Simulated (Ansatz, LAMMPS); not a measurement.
# Relaxing amorphous 14HfO2-86SiO2 (mol %) (84 atoms), part 4 of 4

Aim: bring amorphous 14HfO2-86SiO2 (mol %) (84 atoms) to a nearby minimum of the energy and see what moves.

Ansatz 0.2.0; Kohn-Sham DFT, PBE, PAW (set soft_2), plane waves.

The cell: 4 Hf, 24 Si and 56 O. The quench rate of 50 K/ps is orders of magnitude faster than experiment. The starting topology of bonds comes from the classical model. Only the Γ point is sampled in the main run, in a cell whose shortest periodic width is 11 Å. Spin–orbit coupling is left out.

So far. Step 4 (Cell and atoms relaxed): The relaxation changed the energy by -54.3 meV/atom, and atoms moved by 0.25 Å r.m.s., 0.61 Å at most. Step 7 (K-mesh 2×2×2): Forces differ from those of the single point at the relaxed geometry by 5.3 meV/Å r.m.s.; the energy by -0.72 meV/atom. It took 2.5 min and 10 cycles; the reference's time can't be set against it, since the two runs asked for unlike analyses.

## 8. Functional HSE06

HSE06 mixes in a quarter of exact exchange at short range, which counters self-interaction, at a higher cost.

This step: Kohn-Sham DFT, HSE06, PAW (set soft_2), plane waves (Ansatz 0.2.0).

Contents of input.yaml:

```yaml
crystal:
  lattice:
    - [10.77767, 0.01451, -0.07335]
    - [0.01451, 11.19184, 0.05002]
    - [-0.07335, 0.05002, 10.40478]
  atoms:
    [... the 84 atom lines of step 6 ...]
kpoints:
  mp_grid: { grid: [1, 1, 1] }
hamiltonian:
  xc: hse06
scf:
  occupations: { method: fermi_dirac, width: 0.025 }
output:
  forces: true
  stress: true
  populations: true
  dos:
    method: { smearing: { sigma: 0.08 } }
    de: 0.05
    projected: { site_lists: { Hf: [Hf], O: [O], Si: [Si] } }
  eigenvalues: true
```

The run is started by

```bash
$ ansatz run input.yaml --threads 4 --pin off --max-ram 8192MiB --backend cpu --events-out ev --progress --plain --runs-dir out
```

Numbers of over 12 decimals in the logs are rounded to 6 here.

The log of the run:

```text
Warning: output.stress: scf.convergence.dr2_threshold = 1e-7 eV (the SCF's general default) is looser than the 1.6e-9 eV advised for a printed stress (1e-10 eV for each atom of the cell: 84, of which 16 are counted). What an SCF threshold leaves in a stress goes as its square root, and in the free energy as the threshold itself, and one threshold admits the most on a small cell: [...]
Warning: output.stress: scf.exx.energy_threshold = 1e-6 eV is looser than the 1.6e-7 eV advised for a stress under a hybrid functional (1e-8 eV for each atom of the cell: 84, of which 16 are counted). Every SCF of the exchange loop can meet its threshold on dr2 while the loop round them stops early: [...]
exact exchange: scf.exx.singularity resolves to wigner_seitz, which cuts the screened interaction at the faces of the exchange supercell's Wigner-Seitz cell, so that each pair interacts once, at the shortest of its separations (the periodic images that this leaves out come, [...]
[...]
Crystal: 84 atoms, lattice volume = 1254.955 Å³
Basis set: ecut = 420 eV, 24515 PW (Γ), exchange–correlation on 150×150×144 points (8 copies of the dense FFT grid, shifted against one another)
Bands: 352, of which v1, the nominal top of the filled ones, is band 268 counted from 1 (267 counted from 0)
Symmetry: 1 space group operations
[...]
k-points: 1
[...]
SCF iter   1: F=—  HF=-110014.937650 eV  |F-HF|=—  |Δ(HF+E_count)|=         —  Δρ=2.60e-3  dr2=1.36e-1  ethr=1.77e-3  ⟨swp⟩=18.0  Hψ=1979  notcnv=0
[...]
SCF iter   5: F=-110014.937927 eV  HF=-110014.937890 eV  |F-HF|=3.71e-5  |Δ(HF+E_count)|=   3.83e-4  Δρ=1.50e-4  dr2=1.65e-4  ethr=2.96e-8  ⟨swp⟩=5.0  Hψ=1385  notcnv=0  defer=6
SCF 1 stopped early in 5 iterations: F = -110014.937927 eV  dr2 = 1.65e-4
[...]
Exchange kernel: α = 0.2500, screened, ω = 0.2079 Å⁻¹, Wigner–Seitz truncation, v(0) = 939.5543 eV·Å³, q-mesh 1×1×1, nearest image of the exchange supercell L = 10.41 Å, pair-density grid 54×54×50, without the augmentation charges, whose exchange is taken in its separable form (sized by the pseudopotential files, 75×75×72 at the most)
Frozen-core exchange: fock
SCF iter   1: F=—  HF=-110022.638463 eV  |F-HF|=—  |Δ(HF+E_count)|=         —  Δρ=7.28e-3  dr2=6.78e-1  ethr=3.08e-7  ⟨swp⟩=20.0  Hψ=2115  notcnv=0
[...]
SCF iter   7: F=—  HF=-110022.433771 eV  |F-HF|=—  |Δ(HF+E_count)|=   2.26e-3  Δρ=2.16e-4  dr2=4.96e-4  ethr=1.80e-8  ⟨swp⟩=6.0  Hψ=1264  notcnv=0  defer=1
SCF iter   8: F=-110022.433632 eV  HF=-110022.433648 eV  |F-HF|=1.57e-5  |Δ(HF+E_count)|=   1.23e-4  Δρ=3.40e-5  dr2=1.63e-5  ethr=1.80e-8  ⟨swp⟩=4.0  Hψ=904  notcnv=0
SCF 2 stopped early in 8 iterations: F = -110022.433632 eV  dr2 = 1.63e-5
  Residual-converged pass: ⟨swp⟩=4.0  Hψ=926  notcnv=0  max |occ|·‖R‖ = 5.7e-6 eV (tolerance 6.7e-6 eV)  dr2=1.64e-5  dr2_onsite=3.59e-6  max |Δocc| = 0.0e0
[...]
hybrid outer 1: dexx = +2.133e-1 eV, tail = 2.12e-3 eV
[...]
Frozen-core exchange: fock
SCF iter   1: F=—  HF=-110022.427825 eV  |F-HF|=—  |Δ(HF+E_count)|=         —  Δρ=5.19e-5  dr2=3.67e-5  ethr=1.97e-6  ⟨swp⟩=16.0  Hψ=833  notcnv=0
[...]
SCF iter   5: F=—  HF=-110022.427835 eV  |F-HF|=—  |Δ(HF+E_count)|=   1.40e-7  Δρ=2.01e-6  dr2=4.27e-8  ethr=7.96e-12  ⟨swp⟩=6.0  Hψ=1056  notcnv=0  defer=16
SCF iter   6: F=-110022.427835 eV  HF=-110022.427835 eV  |F-HF|=7.28e-10  |Δ(HF+E_count)|=   1.10e-8  Δρ=3.55e-7  dr2=1.27e-9  ethr=7.73e-12  ⟨swp⟩=6.0  Hψ=774  notcnv=0  defer=8
SCF 3 converged in 6 iterations: F = -110022.427835 eV  dr2 = 1.27e-9
[...]
hybrid outer 2: dexx = +9.847e-6 eV, tail = 3.14e-7 eV, Δε = 8.39e-3 eV (about 2.27e-4 eV left of the loop's levels), ΔF = 9.88e-3 eV/Å (tail 1.27e-3)
[...]
Frozen-core exchange: fock
SCF iter   1: F=—  HF=-110022.427835 eV  |F-HF|=—  |Δ(HF+E_count)|=         —  Δρ=1.04e-6  dr2=1.01e-8  ethr=2.93e-10  ⟨swp⟩=20.0  Hψ=1131  notcnv=6
SCF iter   2: F=-110022.427835 eV  HF=-110022.427835 eV  |F-HF|=6.26e-10  |Δ(HF+E_count)|=   2.28e-9  Δρ=4.53e-7  dr2=1.19e-9  ethr=4.86e-12 (applied; sched 1.42e-12)  ⟨swp⟩=6.0  Hψ=686  notcnv=0
SCF 4 converged in 2 iterations: F = -110022.427835 eV  dr2 = 1.19e-9
[...]
hybrid SCF converged: 3 outer / 16 inner (+5 warm-up), last move |dexx| = 3.44e-9 eV, tail = 3.12e-9 eV
Stability not checked: this state was not tested for a lower state beside it, because the functional holds exact exchange (a hybrid, or Hartree-Fock), whose exchange loop this test does not read (fock_operator; see scf.lower_state_search)
Free energy (F): -110022.427835 eV
Frozen-core exchange: fock
[...]
Internal energy: -110022.427835 eV  (E = F + TS)
E sigma→0 (E₀):  -110022.427835 eV
Fermi energy:    4.647192 eV
[...]
Σ components = -110022.427835   (vs F -110022.427835, Δ=-1.46e-11)
--- Forces (eV/Å), atoms counted from 1 ---
  atom   1  Hf    -0.06135976     0.02587409    -0.02268786
  atom   2  Hf    -0.19112254     0.16761011    -0.06017455
  atom   3  Hf     0.23805785     0.05038675    -0.12611525
  atom   4  Hf     0.09308309     0.02168665     0.13054812
[...]
atom  84  O     -0.07978065    -0.25465193     0.11331903
  max |Σ_I F_I| component: 2.98e-5 eV/Å
--- Stress (GPa, compression-positive) ---
       -4.543018      -0.029686      -0.101850
       -0.029686      -4.549543      -0.027557
       -0.101849      -0.027557      -4.498915
  P = ⅓ Tr σ = -4.5305 GPa (-45.305 kbar)
--- Band table (eV) ---
[...]
--- Löwdin populations: 84 sites ---
  site symbol       q [e]
     0     Hf     24.2841
     1     Hf     24.3066
     2     Hf     24.2196
[...]
83      O      6.8179
  spilling = 0.010850 (of n_electrons = 536.000000)
```

The job ended after 4.5 min (4 threads of Arm Neoverse V2, shared host; peak memory 3.5 GiB; 17 min of CPU time).

The program notes that the exchange threshold is loose for the stress and the SCF threshold is loose for the stress.

Geometry and reference: those of the single point at the relaxed geometry.

Forces differ from those of the single point at the relaxed geometry by 193 meV/Å r.m.s.; the pressure by -4.5 GPa and the gap by +1.7 eV. It took 4.5 min and 21 cycles; the reference's time can't be set against it, since the two runs asked for unlike analyses.

The run gave:

```
free energy                                      : -110022.4278 eV
free energy per atom                             : -1309.7908 eV/atom
SCF cycles                                       : 21
pressure                                         : -4.53 GPa
r.m.s. force component                           : 0.1931 eV/Å
longest force                                    : 0.6449 eV/Å
Fermi energy                                     : 4.647 eV
gap (highest filled to lowest empty level) : 5.894 eV
spilling of the projection                       : 0.01085
```

Length of the force by element and coordination:

| element | coordination | atoms | mean length of the force (eV/Å) | spread | least | most |
| --- | --- | --- | --- | --- | --- | --- |
| Hf | all | 4 | 0.192 | 0.0825 | 0.0704 | 0.274 |
| Hf | 4 | 1 | 0.274 | 0 | 0.274 | 0.274 |
| Hf | 5 | 1 | 0.162 | 0 | 0.162 | 0.162 |
| Hf | 6 | 2 | 0.166 | 0.0954 | 0.0704 | 0.261 |
| O | all | 56 | 0.377 | 0.132 | 0.0896 | 0.645 |
| O | 2 | 51 | 0.385 | 0.132 | 0.0896 | 0.645 |
| O | 3 | 5 | 0.297 | 0.094 | 0.135 | 0.399 |
| Si | all | 24 | 0.100 | 0.0435 | 0.0098 | 0.179 |

Löwdin charges by element and coordination (they lack the spilled electrons, 0.069 e an atom on average):

| element | coordination | atoms | mean charge (e) | spread | least | most |
| --- | --- | --- | --- | --- | --- | --- |
| Hf | all | 4 | 1.73 | 0.0319 | 1.69 | 1.78 |
| Hf | 4 | 1 | 1.78 | 0 | 1.78 | 1.78 |
| Hf | 5 | 1 | 1.73 | 0 | 1.73 | 1.73 |
| Hf | 6 | 2 | 1.70 | 0.0112 | 1.69 | 1.72 |
| O | all | 56 | -0.804 | 0.0252 | -0.839 | -0.714 |
| O | 2 | 51 | -0.806 | 0.0243 | -0.839 | -0.714 |
| O | 3 | 5 | -0.780 | 0.0221 | -0.803 | -0.752 |
| Si | all | 24 | 1.83 | 0.0303 | 1.77 | 1.88 |

Density of states as counts of states in windows of 1 eV (from the Fermi level), total and the larger projections:

| from (eV) | to (eV) | total | O p | Si p | Hf d |
| --- | --- | --- | --- | --- | --- |
| -14 | -13 | 4.0 | 2.7 | 0.1 | 0.0 |
| -13 | -12 | 10.3 | 6.9 | 0.5 | 0.0 |
| -12 | -11 | 12.5 | 8.7 | 1.0 | 0.0 |
| -11 | -10 | 16.5 | 12.0 | 2.1 | 0.1 |
| -10 | -9 | 28.9 | 22.3 | 5.3 | 0.1 |
| -9 | -8 | 23.0 | 17.7 | 3.2 | 0.7 |
| -8 | -7 | 32.4 | 25.9 | 3.1 | 1.2 |
| -7 | -6 | 55.2 | 48.8 | 2.7 | 1.0 |
| -6 | -5 | 63.8 | 58.6 | 1.6 | 1.5 |
| -5 | -4 | 59.9 | 56.3 | 0.9 | 1.2 |
| -4 | -3 | 27.7 | 26.3 | 0.3 | 0.4 |
| -3 | -2 | 1.8 | 1.7 | 0.0 | 0.0 |
| -2 | 2 | 0.0 | 0.0 | 0.0 | 0.0 |
| 2 | 3 | 1.6 | 0.1 | 0.1 | 0.2 |
| 3 | 4 | 5.2 | 0.4 | 0.6 | 2.5 |
| 4 | 5 | 19.5 | 1.9 | 1.8 | 11.8 |

Between -26 and -14 eV lie 168 more states.

The stored curve holds about 504 of the 536 electrons; the rest, give or take the few that broadening carries across the Fermi level, lie in deeper levels below its range.

The levels nearest the highest filled one (over half full), pooled over k-points and spins:

| level less the highest filled one (eV) | occupation |
| --- | --- |
| -0.554 | 2 |
| -0.512 | 2 |
| -0.404 | 2 |
| -0.367 | 2 |
| -0.149 | 2 |
| 0 | 2 |
| 5.89 | 0 |
| 6.48 | 0 |
| 6.85 | 0 |
| 6.96 | 0 |
| 7.04 | 0 |
| 7.05 | 0 |

## 9. Functional r2SCAN (500 eV)

The meta-GGA r2SCAN uses the kinetic energy density as well as the density and its gradient. Besides, the cutoff goes from 420 to 500 eV.

This step: Kohn-Sham DFT, r2SCAN, PAW (set soft_2), plane waves (Ansatz 0.2.0).

Changes to input.yaml since step 8:

```diff
@@ -10,3 +10,3 @@
 hamiltonian:
-  xc: hse06
+  xc: r2scan
 scf:
```

The log of the run:

```text
[...]
Crystal: 84 atoms, lattice volume = 1254.955 Å³
Basis set: ecut = 500 eV, 31869 PW (Γ), exchange–correlation on 320×360×320 points (64 copies of the dense FFT grid, shifted against one another)
Bands: 352, of which v1, the nominal top of the filled ones, is band 268 counted from 1 (267 counted from 0)
Symmetry: 1 space group operations
[...]
k-points: 1
[...]
SCF iter   1: F=—  HF=-110214.179048 eV  |F-HF|=—  |Δ(HF+E_count)|=         —  Δρ=7.68e-3  dr2=8.11e-1  dr2_τ=6.68e0  ethr=1.77e-3  ⟨swp⟩=5.0  Hψ=1516  notcnv=0  defer=70
[...]
SCF iter   9: F=—  HF=-110216.143842 eV  |F-HF|=—  |Δ(HF+E_count)|=   1.49e-6  Δρ=5.14e-6  dr2=3.80e-7  dr2_τ=3.22e-8  ethr=5.15e-10  ⟨swp⟩=2.0  Hψ=543  notcnv=0  defer=77
SCF iter  10: F=-110216.143843 eV  HF=-110216.143843 eV  |F-HF|=1.33e-7  |Δ(HF+E_count)|=   2.46e-7  Δρ=1.70e-6  dr2=5.02e-8  dr2_τ=3.60e-9  ethr=1.87e-11  ⟨swp⟩=16.0  Hψ=2151  notcnv=0
SCF 1 converged in 10 iterations: F = -110216.143843 eV  dr2 = 5.02e-8
[...]
SCF converged after 10 iterations
Free energy (F): -110216.143843 eV
[...]
Internal energy: -110216.143843 eV  (E = F + TS)
E sigma→0 (E₀):  -110216.143843 eV
Fermi energy:    4.914738 eV
[...]
Σ components = -110216.143843   (vs F -110216.143843, Δ=0.00e0)
--- Forces (eV/Å), atoms counted from 1 ---
  atom   1  Hf    -0.04963910     0.01823858    -0.02892767
  atom   2  Hf    -0.11196415     0.13453962    -0.05925759
  atom   3  Hf     0.18210258     0.02354622    -0.05707314
  atom   4  Hf     0.08292362     0.06454260     0.05932551
[...]
atom  84  O     -0.08778863    -0.22643953     0.09829530
  max |Σ_I F_I| component: 1.79e-4 eV/Å
--- Stress (GPa, compression-positive) ---
       -4.484801      -0.002580      -0.071322
       -0.002580      -4.453212      -0.022904
       -0.071321      -0.022903      -4.496578
  P = ⅓ Tr σ = -4.4782 GPa (-44.782 kbar)
--- Band table (eV) ---
[...]
--- Löwdin populations: 84 sites ---
  site symbol       q [e]
     0     Hf     24.3440
     1     Hf     24.3694
     2     Hf     24.2850
[...]
83      O      6.8213
  spilling = 0.010652 (of n_electrons = 536.000000)
```

Elapsed: 41 s, on 4 threads; peak memory 3.4 GiB; 2.6 min of CPU time.

Geometry and reference: those of the single point at the relaxed geometry.

Forces differ from those of the single point at the relaxed geometry by 156 meV/Å r.m.s.; the pressure by -4.5 GPa and the gap by +0.60 eV. It took 41 s and 10 cycles; the reference's time can't be set against it, since the two runs asked for unlike analyses.

## 10. Functional PBEsol

PBEsol restores the gradient expansion of exchange for slowly varying densities and usually gives shorter bonds in solids than PBE.

This step: Kohn-Sham DFT, PBEsol, PAW (set soft_2), plane waves (Ansatz 0.2.0).

Changes to input.yaml since step 9:

```diff
@@ -10,3 +10,3 @@
 hamiltonian:
-  xc: r2scan
+  xc: pbesol
 scf:
```

The log of the run:

```text
[...]
Crystal: 84 atoms, lattice volume = 1254.955 Å³
Basis set: ecut = 420 eV, 24515 PW (Γ), exchange–correlation on 150×150×144 points (8 copies of the dense FFT grid, shifted against one another)
Bands: 352, of which v1, the nominal top of the filled ones, is band 268 counted from 1 (267 counted from 0)
Symmetry: 1 space group operations
[...]
k-points: 1
[...]
SCF iter   1: F=—  HF=-108809.664804 eV  |F-HF|=—  |Δ(HF+E_count)|=         —  Δρ=1.19e-2  dr2=1.48e0  ethr=1.77e-3  ⟨swp⟩=6.0  Hψ=1512  notcnv=0  defer=71
[...]
SCF iter   9: F=—  HF=-108809.262426 eV  |F-HF|=—  |Δ(HF+E_count)|=   4.64e-7  Δρ=4.89e-6  dr2=3.68e-7  ethr=8.36e-10  ⟨swp⟩=2.0  Hψ=543  notcnv=0  defer=77
SCF iter  10: F=-108809.262426 eV  HF=-108809.262426 eV  |F-HF|=2.41e-8  |Δ(HF+E_count)|=   4.38e-7  Δρ=2.30e-6  dr2=8.34e-8  ethr=1.87e-11  ⟨swp⟩=16.0  Hψ=2019  notcnv=0
SCF 1 converged in 10 iterations: F = -108809.262426 eV  dr2 = 8.34e-8
[...]
SCF converged after 10 iterations
Free energy (F): -108809.262426 eV
[...]
Internal energy: -108809.262426 eV  (E = F + TS)
E sigma→0 (E₀):  -108809.262426 eV
Fermi energy:    4.892680 eV
[...]
Σ components = -108809.262426   (vs F -108809.262426, Δ=0.00e0)
--- Forces (eV/Å), atoms counted from 1 ---
  atom   1  Hf    -0.10055894     0.02390656    -0.09039016
  atom   2  Hf    -0.01758776     0.21906307    -0.04675599
  atom   3  Hf     0.26199266     0.01679962    -0.04769792
  atom   4  Hf     0.11066956     0.12240713     0.05392402
[...]
atom  84  O     -0.04970867    -0.07423048     0.05938144
  max |Σ_I F_I| component: 1.79e-4 eV/Å
--- Stress (GPa, compression-positive) ---
       -2.701390       0.035376      -0.038052
        0.035376      -2.625209      -0.034482
       -0.038051      -0.034481      -2.752059
  P = ⅓ Tr σ = -2.6929 GPa (-26.929 kbar)
--- Band table (eV) ---
[...]
--- Löwdin populations: 84 sites ---
  site symbol       q [e]
     0     Hf     24.4749
     1     Hf     24.4970
     2     Hf     24.4032
[...]
83      O      6.7732
  spilling = 0.010799 (of n_electrons = 536.000000)
```

It took 16 s on 4 threads; peak memory 1.5 GiB.

Geometry and reference: those of the single point at the relaxed geometry.

Forces differ from those of the single point at the relaxed geometry by 77 meV/Å r.m.s.; the pressure by -2.7 GPa and the gap by -0.049 eV.

## 11. What each setting buys

Each row is set against the single point at the relaxed geometry (Kohn-Sham DFT, PBE, PAW (set soft_2), plane waves; r.m.s. force component 0.00957 eV/Å). Energies are set beside the reference only for runs with its functional, potentials and electron count. Times are for 4 threads of Arm Neoverse V2, shared host. The reference's time includes grids, which some other runs skip.

| run | Δ force, r.m.s. (meV/Å) | Δ energy (meV/atom) | Δ pressure (GPa) | Δ gap (eV) | cycles | time | host memory (GiB) |
| --- | --- | --- | --- | --- | --- | --- | --- |
| reference | - | - | - | - | 10 | 18 s | 1.5 |
| k-mesh 2×2×2 | 5.26 | -0.717 | 0.0058 | -0.0028 | 10 | 2.5 min | 5.6 |
| functional HSE06 | 193 | - | -4.53 | 1.70 | 21 | 4.5 min | 3.5 |
| functional r2SCAN (500 eV) | 156 | - | -4.48 | 0.596 | 10 | 41 s | 3.4 |
| functional PBEsol | 77.2 | - | -2.69 | -0.0487 | 10 | 16 s | 1.5 |

## 12. Summary of results

```
energy change in the relaxation                  : -54.29 meV/atom
r.m.s. displacement                              : 0.246 Å
largest displacement                             : 0.611 Å
free energy per atom                             : -1309.7012 eV/atom
pressure                                         : -0.002565 GPa
r.m.s. force component                           : 0.00957 eV/Å
gap (highest filled to lowest empty level) : 4.198 eV
wall time of the 7 DFT runs                      : 11 min
```

Relaxation lowers the energy by 54.3 meV/atom and moves atoms by 0.25 Å r.m.s.; the r.m.s. force component goes from 0.96 to 0.0096 eV/Å. Displacements are taken in the final cell, so they leave out its strain. By the final cutoffs 1 of 118 bonded pairs parted and 0 joined. The cell grew by 0.2 % in volume. First to last step the energy falls by 4.560 eV, across changes of basis; the largest move, 0.61 Å, is that of Hf3. The O-Hf bonds change most in mean length: from 2.145 Å (spread 0.138) to 2.099 Å (spread 0.177), and their number from 22 to 21. Counting bonds as in the table, 50 % of Hf atoms have 6, 91 % of O atoms have 2 and all Si atoms have 4 bonded neighbours. Counting bonds to Si alone, not to Hf, 70 % of the oxygens join two of these atoms and 27 % one; 2 % join three; 2 % join none. Between filled and empty levels lie 4.20 eV (at Γ alone); a semilocal functional tends to put such gaps too low. In a disordered cell it changes from sample to sample, and tail or defect levels can set it.

Among the changes of functional, dispersion, potentials or spin set against this reference, functional HSE06 moves the forces most, by 193 meV/Å r.m.s. The gap changes by +1.70 eV with HSE06.

What to keep in mind: The network of bonds at the start is that of the classical potential that made the cell; in DFT 1 of its 118 bonded pairs passed out of the cutoffs and 0 came within them.

[Logs are printed without paths, hosts, clocks, repeated set-up lines and the standing remarks that a program may print on its own settings, such as how far it seeks lower states.]

[Hosts, paths, dates, database ids (printed as entryN), source tags and the programs' standing remarks are cut or masked in the printed files.]
